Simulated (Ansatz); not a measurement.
# Phonons of Lu3SnC (Pm-3m) against volume, part 2 of 2

Wanted: mode Grüneisen parameters of Lu3SnC (Pm-3m).

Ansatz 0.2.0; DFT PBEsol, scalar-relativistic, plane waves, PAW; PAW set soft_1.

So far, highest frequency on path, mesh or solved points (cm⁻¹): step 2 (response at finite wavevector) 548; step 4 (phonons at the other volume, volume ratio 0.97) 568.

**5. Relaxing at another volume, volume ratio 1.03**

The volume is scaled by 1.03 and held; symmetry leaves nothing to relax, so this is a single point. The modes can then be followed against volume.

input.yaml

```yaml
crystal:
  lattice:
    - [4.7301889954, 0.0, 0.0]
    - [0.0, 4.7301889954, 0.0]
    - [0.0, 0.0, 4.7301889954]
  atoms:
    - { symbol: Lu, position: [0.5, 0.0, 0.5] }
    - { symbol: Lu, position: [0.5, 0.5, 0.0] }
    - { symbol: Lu, position: [0.0, 0.5, 0.5] }
    - { symbol: Sn, position: [0.0, 0.0, 0.0] }
    - { symbol: C, position: [0.5, 0.5, 0.5] }
kpoints:
  mp_grid: { grid: [8, 8, 8] }
hamiltonian:
  xc: pbesol
  pseudopotentials: { kind: paw, azcp: { folder: soft_1 }, xc_functional: pbe }
scf:
  occupations: { method: methfessel_paxton, width: 0.2 }
output:
  forces: true
  stress: true
  eigenvalues: true
  write_density: true
  write_potential: true
  elf: true
  volumetric_format: npy
```

Launch:

```console
ansatz run input.yaml --threads 4 --pin off --max-ram 10240MiB --backend cpu --events-out ev --progress --plain --runs-dir out
```

Standard output:

```text
[...]
Crystal: 5 atoms, lattice volume = 105.837 Å³
Basis set: ecut = 420 eV, 2103 PW (Γ), exchange–correlation on 64×64×64 points (8 copies of the dense FFT grid, shifted against one another)
Bands: 56, of which v1, the nominal top of the filled ones, is band 47 counted from 1 (46 counted from 0)
Symmetry: 48 space group operations
[...]
k-points: 35 of 512
[...]
k-point 0: bands = [... 43 lower, 13.5587, 13.5587, 14.4471, 14.4471, 14.4471, 15.7059, 15.7059, 15.7059, ... 5 higher]
  k-point 1: bands = [... 43 lower, 13.6830, 14.0598, 14.1751, 14.1751, 14.5087, 15.0815, 16.1047, 16.1047, ... 5 higher]
  k-point 2: bands = [... 43 lower, 13.4060, 13.7731, 13.7731, 14.1310, 14.6764, 15.2376, 16.8571, 16.8571, ... 5 higher]
  k-point 34: bands = [... 43 lower, 12.9130, 12.9130, 12.9130, 15.7297, 15.7297, 15.7297, 16.9119, 16.9119, ... 5 higher]
[key lines of the parts left out:]
SCF converged after 11 iterations
Free energy (F): -50036.340208 eV
Fermi energy:    15.109809 eV
P = ⅓ Tr σ = -2.6913 GPa (-26.913 kbar)
```

Elapsed: 6.6 s, on 4 threads of Arm Neoverse V1, shared host; peak memory 0.54 GiB.

Read from the output:

| Quantity | Value |
| --- | --- |
| pressure | -2.691 GPa |
| volume per atom | 21.17 Å³ |

The run ends at a pressure of -2.69 GPa.

**6. Phonons at the other volume, volume ratio 1.03**

The phonons are repeated at this volume on the same meshes, so that differences come from the volume alone.

input.yaml, the sections that differ from step 5:

```yaml
output:
  eigenvalues: true
phonons:
  method: dfpt
  qmesh: [2, 2, 2]
  temperatures: { t_max: 1000, t_step: 50 }
  qpath:
    path:
      - [[0.0, 0.0, 0.0], [0.0, 0.5, 0.0], [0.5, 0.5, 0.0], [0.0, 0.0, 0.0], [0.5, 0.5, 0.5], [0.0, 0.5, 0.0]]
      - [[0.5, 0.5, 0.5], [0.5, 0.5, 0.0]]
    npoints: 10
# crystal, kpoints, hamiltonian, scf: as in step 5
```

Standard output:

```text
[...]
Crystal: 5 atoms, lattice volume = 105.837 Å³
Basis set: ecut = 420 eV, 2103 PW (Γ), exchange–correlation on 64×64×64 points (8 copies of the dense FFT grid, shifted against one another)
Bands: 56, of which v1, the nominal top of the filled ones, is band 47 counted from 1 (46 counted from 0)
Symmetry: 48 space group operations
k-points: 35 of 512
[...]
k-point 34: bands = [... 43 lower, 12.9130, 12.9130, 12.9130, 15.7297, 15.7297, 15.7297, 16.9119, 16.9119, ... 5 higher]
[...]
ASR residual: 5.651e-5 → 0.000e0 eV/Å²; symmetrization residual: 1.571e-6 eV/Å²
  ASR residual per site (eV/Å²): 5.65e-5 5.65e-5 5.65e-5 1.43e-5 3.00e-5
[...]
--- Phonons (arbitrary-q DFPT): 4 irreducible q on the 2×2×2 mesh ---
[...]
interpolated dispersion: 62 rows × 15 modes
[...]
[key lines of the parts left out:]
SCF converged after 16 iterations
Free energy (F): -50036.340208 eV
Fermi energy:    15.109823 eV
```

Wall time 9.9 min (4 threads); peak memory 2.1 GiB; 39 min of CPU time.

Read from the output:

| Property | Result |
| --- | --- |
| sum-rule residual before enforcement | 5.65e-5 eV/Å² |
| highest frequency on path, mesh or solved points | 528.0 cm⁻¹ |
| mean frequency | 176 cm⁻¹ |
| Debye temperature (second moment) | 432 K |
| logarithmic mean frequency | 132.7 cm⁻¹ |
| highest optical mode at the zone centre (no LO-TO term) | 445.1 cm⁻¹ |
| lowest optical zone-centre mode | 100.4 cm⁻¹ |
| lowest mode on the q mesh (acoustic modes at Γ apart) | 36.81 cm⁻¹ |
| zero-point energy per atom | 32.74 meV |
| heat capacity at 300 K | 22.83 J/(mol atoms K) |
| vibrational entropy at 300 K | 37.39 J/(mol atoms K) |
| edges of the widest gap between branches, on path and mesh | 190.6, 430.7 cm⁻¹ |

Frequencies (cm⁻¹) solved at each irreducible wavevector; negative means imaginary. Frequencies by wavevector, by row:

```csv
q in reciprocal lattice units,star,mode 1,mode 2,mode 3,mode 4,mode 13,mode 14,mode 15
0 0 0,1,0,0,0,100.4,445.1,445.1,445.1
0 0 -0.5,3,67.9,67.9,77.6,82.2,430.7,430.7,528
0 -0.5 -0.5,3,36.8,79.8,79.8,85.1,438,506.2,506.2
-0.5 -0.5 -0.5,1,54.7,54.7,54.7,94.7,496.4,496.4,496.4
```

The highest optical mode at the zone centre (no LO-TO term) is 445.1 cm⁻¹, -21.2 cm⁻¹ against the base run.

**7. Grüneisen parameters**

The Grüneisen parameter of a mode is minus the logarithmic change of its frequency with volume, −d ln ω / d ln V; weighted by heat capacity it gives the expansion.

This step gave:

- bulk modulus: 97.2 GPa

The phonon branches at the labelled points (cm⁻¹):

```
    point  branch 1  branch 2  branch 3  branch 4  branch 12  branch 13  branch 14  branch 15
        Γ         0         0         0       104        144        466        466        466
  halfway        43        43        67        93        154        459        459        508
        X        71        71        80        84        162        451        451        548
  halfway        61        78        79        81        171        456        490        537
        M        39        82        82        88        182        461        526        526
  halfway        56        58        83        85        161        457        499        499
        Γ         0         0         0       104        144        466        466        466
  halfway        63        63        76        91        169        494        494        494
        R        57        57        57        96        199        517        517        517
  halfway        63        66        71        89        179        489        490        530
        X        71        71        80        84        162        451        451        548
jump to R        57        57        57        96        199        517        517        517
  halfway        49        67        67        94        189        489        522        522
        M        39        82        82        88        182        461        526        526
```

The same for volume x 0.97:

| point | branch 1 | branch 2 | branch 3 | branch 4 | branch 12 | branch 13 | branch 14 | branch 15 |
| --- | --- | --- | --- | --- | --- | --- | --- | --- |
| Γ | 0 | 0 | 0 | 107 | 149 | 488 | 488 | 488 |
| X | 74 | 74 | 83 | 86 | 171 | 473 | 473 | 568 |
| M | 41 | 83 | 83 | 92 | 190 | 484 | 547 | 547 |
| Γ | 0 | 0 | 0 | 107 | 149 | 488 | 488 | 488 |
| R | 59 | 59 | 59 | 98 | 208 | 538 | 538 | 538 |
| X | 74 | 74 | 83 | 86 | 171 | 473 | 473 | 568 |
| R | 59 | 59 | 59 | 98 | 208 | 538 | 538 | 538 |
| M | 41 | 83 | 83 | 92 | 190 | 484 | 547 | 547 |

The same for volume x 1.03:

| point | branch 1 | branch 2 | branch 3 | branch 4 | branch 12 | branch 13 | branch 14 | branch 15 |
| --- | --- | --- | --- | --- | --- | --- | --- | --- |
| Γ | 0 | 0 | 0 | 100 | 140 | 445 | 445 | 445 |
| X | 68 | 68 | 78 | 82 | 154 | 431 | 431 | 528 |
| M | 37 | 80 | 80 | 85 | 174 | 438 | 506 | 506 |
| Γ | 0 | 0 | 0 | 100 | 140 | 445 | 445 | 445 |
| R | 55 | 55 | 55 | 95 | 191 | 496 | 496 | 496 |
| X | 68 | 68 | 78 | 82 | 154 | 431 | 431 | 528 |
| R | 55 | 55 | 55 | 95 | 191 | 496 | 496 | 496 |
| M | 37 | 80 | 80 | 85 | 174 | 438 | 506 | 506 |

Mode Grueneisen parameter -dln(w)/dln(V), modes matched by rank; at Γ the acoustic branches take the value of a neighbouring point of the path. Mode grüneisen parameters along the path, in :

```csv
point,branch 1,branch 2,branch 3,branch 4,branch 12,branch 13,branch 14,branch 15
Γ,0.74,0.74,1.71,1.11,1.03,1.55,1.55,1.55
halfway,1.00,1.00,1.54,1.08,1.37,1.56,1.56,1.36
X,1.46,1.46,1.08,0.81,1.65,1.58,1.58,1.23
halfway,1.28,1.33,1.18,0.80,1.46,1.62,1.41,1.27
M,1.84,0.72,0.72,1.23,1.47,1.66,1.30,1.30
halfway,1.27,1.04,1.16,1.47,1.28,1.59,1.39,1.38
Γ,0.79,1.66,1.42,1.11,1.03,1.55,1.55,1.55
halfway,1.30,1.30,1.19,0.97,1.24,1.42,1.42,1.42
R,1.32,1.32,1.32,0.59,1.46,1.36,1.36,1.36
halfway,1.25,1.27,1.43,0.60,1.39,1.45,1.45,1.30
X,1.46,1.46,1.08,0.81,1.65,1.58,1.58,1.23
jump to R,1.32,1.32,1.32,0.59,1.46,1.36,1.36,1.36
halfway,1.47,1.26,1.26,0.67,1.43,1.49,1.33,1.33
M,1.84,0.72,0.72,1.23,1.47,1.66,1.30,1.30
```

(dS/dlnV)/C_V. Thermodynamic Grueneisen parameter against temperature:

```csv
temperature (K),thermodynamic Grueneisen parameter
50,1.33
100,1.36
150,1.37
200,1.38
250,1.38
300,1.38
350,1.38
400,1.38
450,1.38
500,1.38
550,1.38
600,1.38
650,1.38
700,1.38
750,1.38
800,1.39
850,1.38
900,1.39
950,1.39
1000,1.39
```

Gamma C_V/(B V) at the static volume. The volume expansion by temperature:

| temperature (K) | volume expansion (1e-6/K) |
| --- | --- |
| 50 | 11.0 |
| 100 | 18.7 |
| 150 | 21.9 |
| 200 | 23.9 |
| 250 | 25.2 |
| 300 | 26.0 |
| 350 | 26.6 |
| 400 | 27.1 |
| 450 | 27.4 |
| 500 | 27.6 |
| 550 | 27.8 |
| 600 | 27.9 |
| 650 | 28.1 |
| 700 | 28.1 |
| 750 | 28.2 |
| 800 | 28.3 |
| 850 | 28.3 |
| 900 | 28.4 |
| 950 | 28.4 |
| 1000 | 28.4 |

**8. Outcome**

* bulk modulus: 97.2 GPa
* thermodynamic Grüneisen parameter at 300 K: 1.381
* volume expansion at 300 K, estimated: 26.03 × 10⁻⁶ K⁻¹

By this estimate the volume grows by 26.0 × 10⁻⁶ per kelvin at 300 K. The highest optical mode at Γ goes from 488 to 445 cm⁻¹ as the cell grows, a Grüneisen parameter of 1.54. Mode parameters on the path run from 0.53 to 2.0, with a median of 1.4. Branches are matched by rank, so values near crossings are rough. The expansion is the Grüneisen estimate at the static volume, with the static bulk modulus. With no gap, or one that is small against the smearing, the frequencies hang on the k mesh and the smearing, most of all near Kohn anomalies. The phonon runs are without spin polarisation, although the cell has an odd electron count. Spin-orbit coupling is left out, which can matter for the heavy elements here. The PAW files were made for PBE and serve the other functionals too. A phonon run warned that its eigensolver left some bands unconverged in a pass.

[Long decimals in the printed logs are rounded to 6 places.]

[Logs are printed without paths, hosts, clocks, repeated set-up lines and the standing remarks that a program may print on its own settings, such as how far it seeks lower states.]

[Hosts, paths, dates, database ids (printed as entryN), source tags and the programs' standing remarks are cut or masked in the printed files.]

[Where the starting crystal was built by hand or by swapping elements, it need not be the compound's stable phase.]
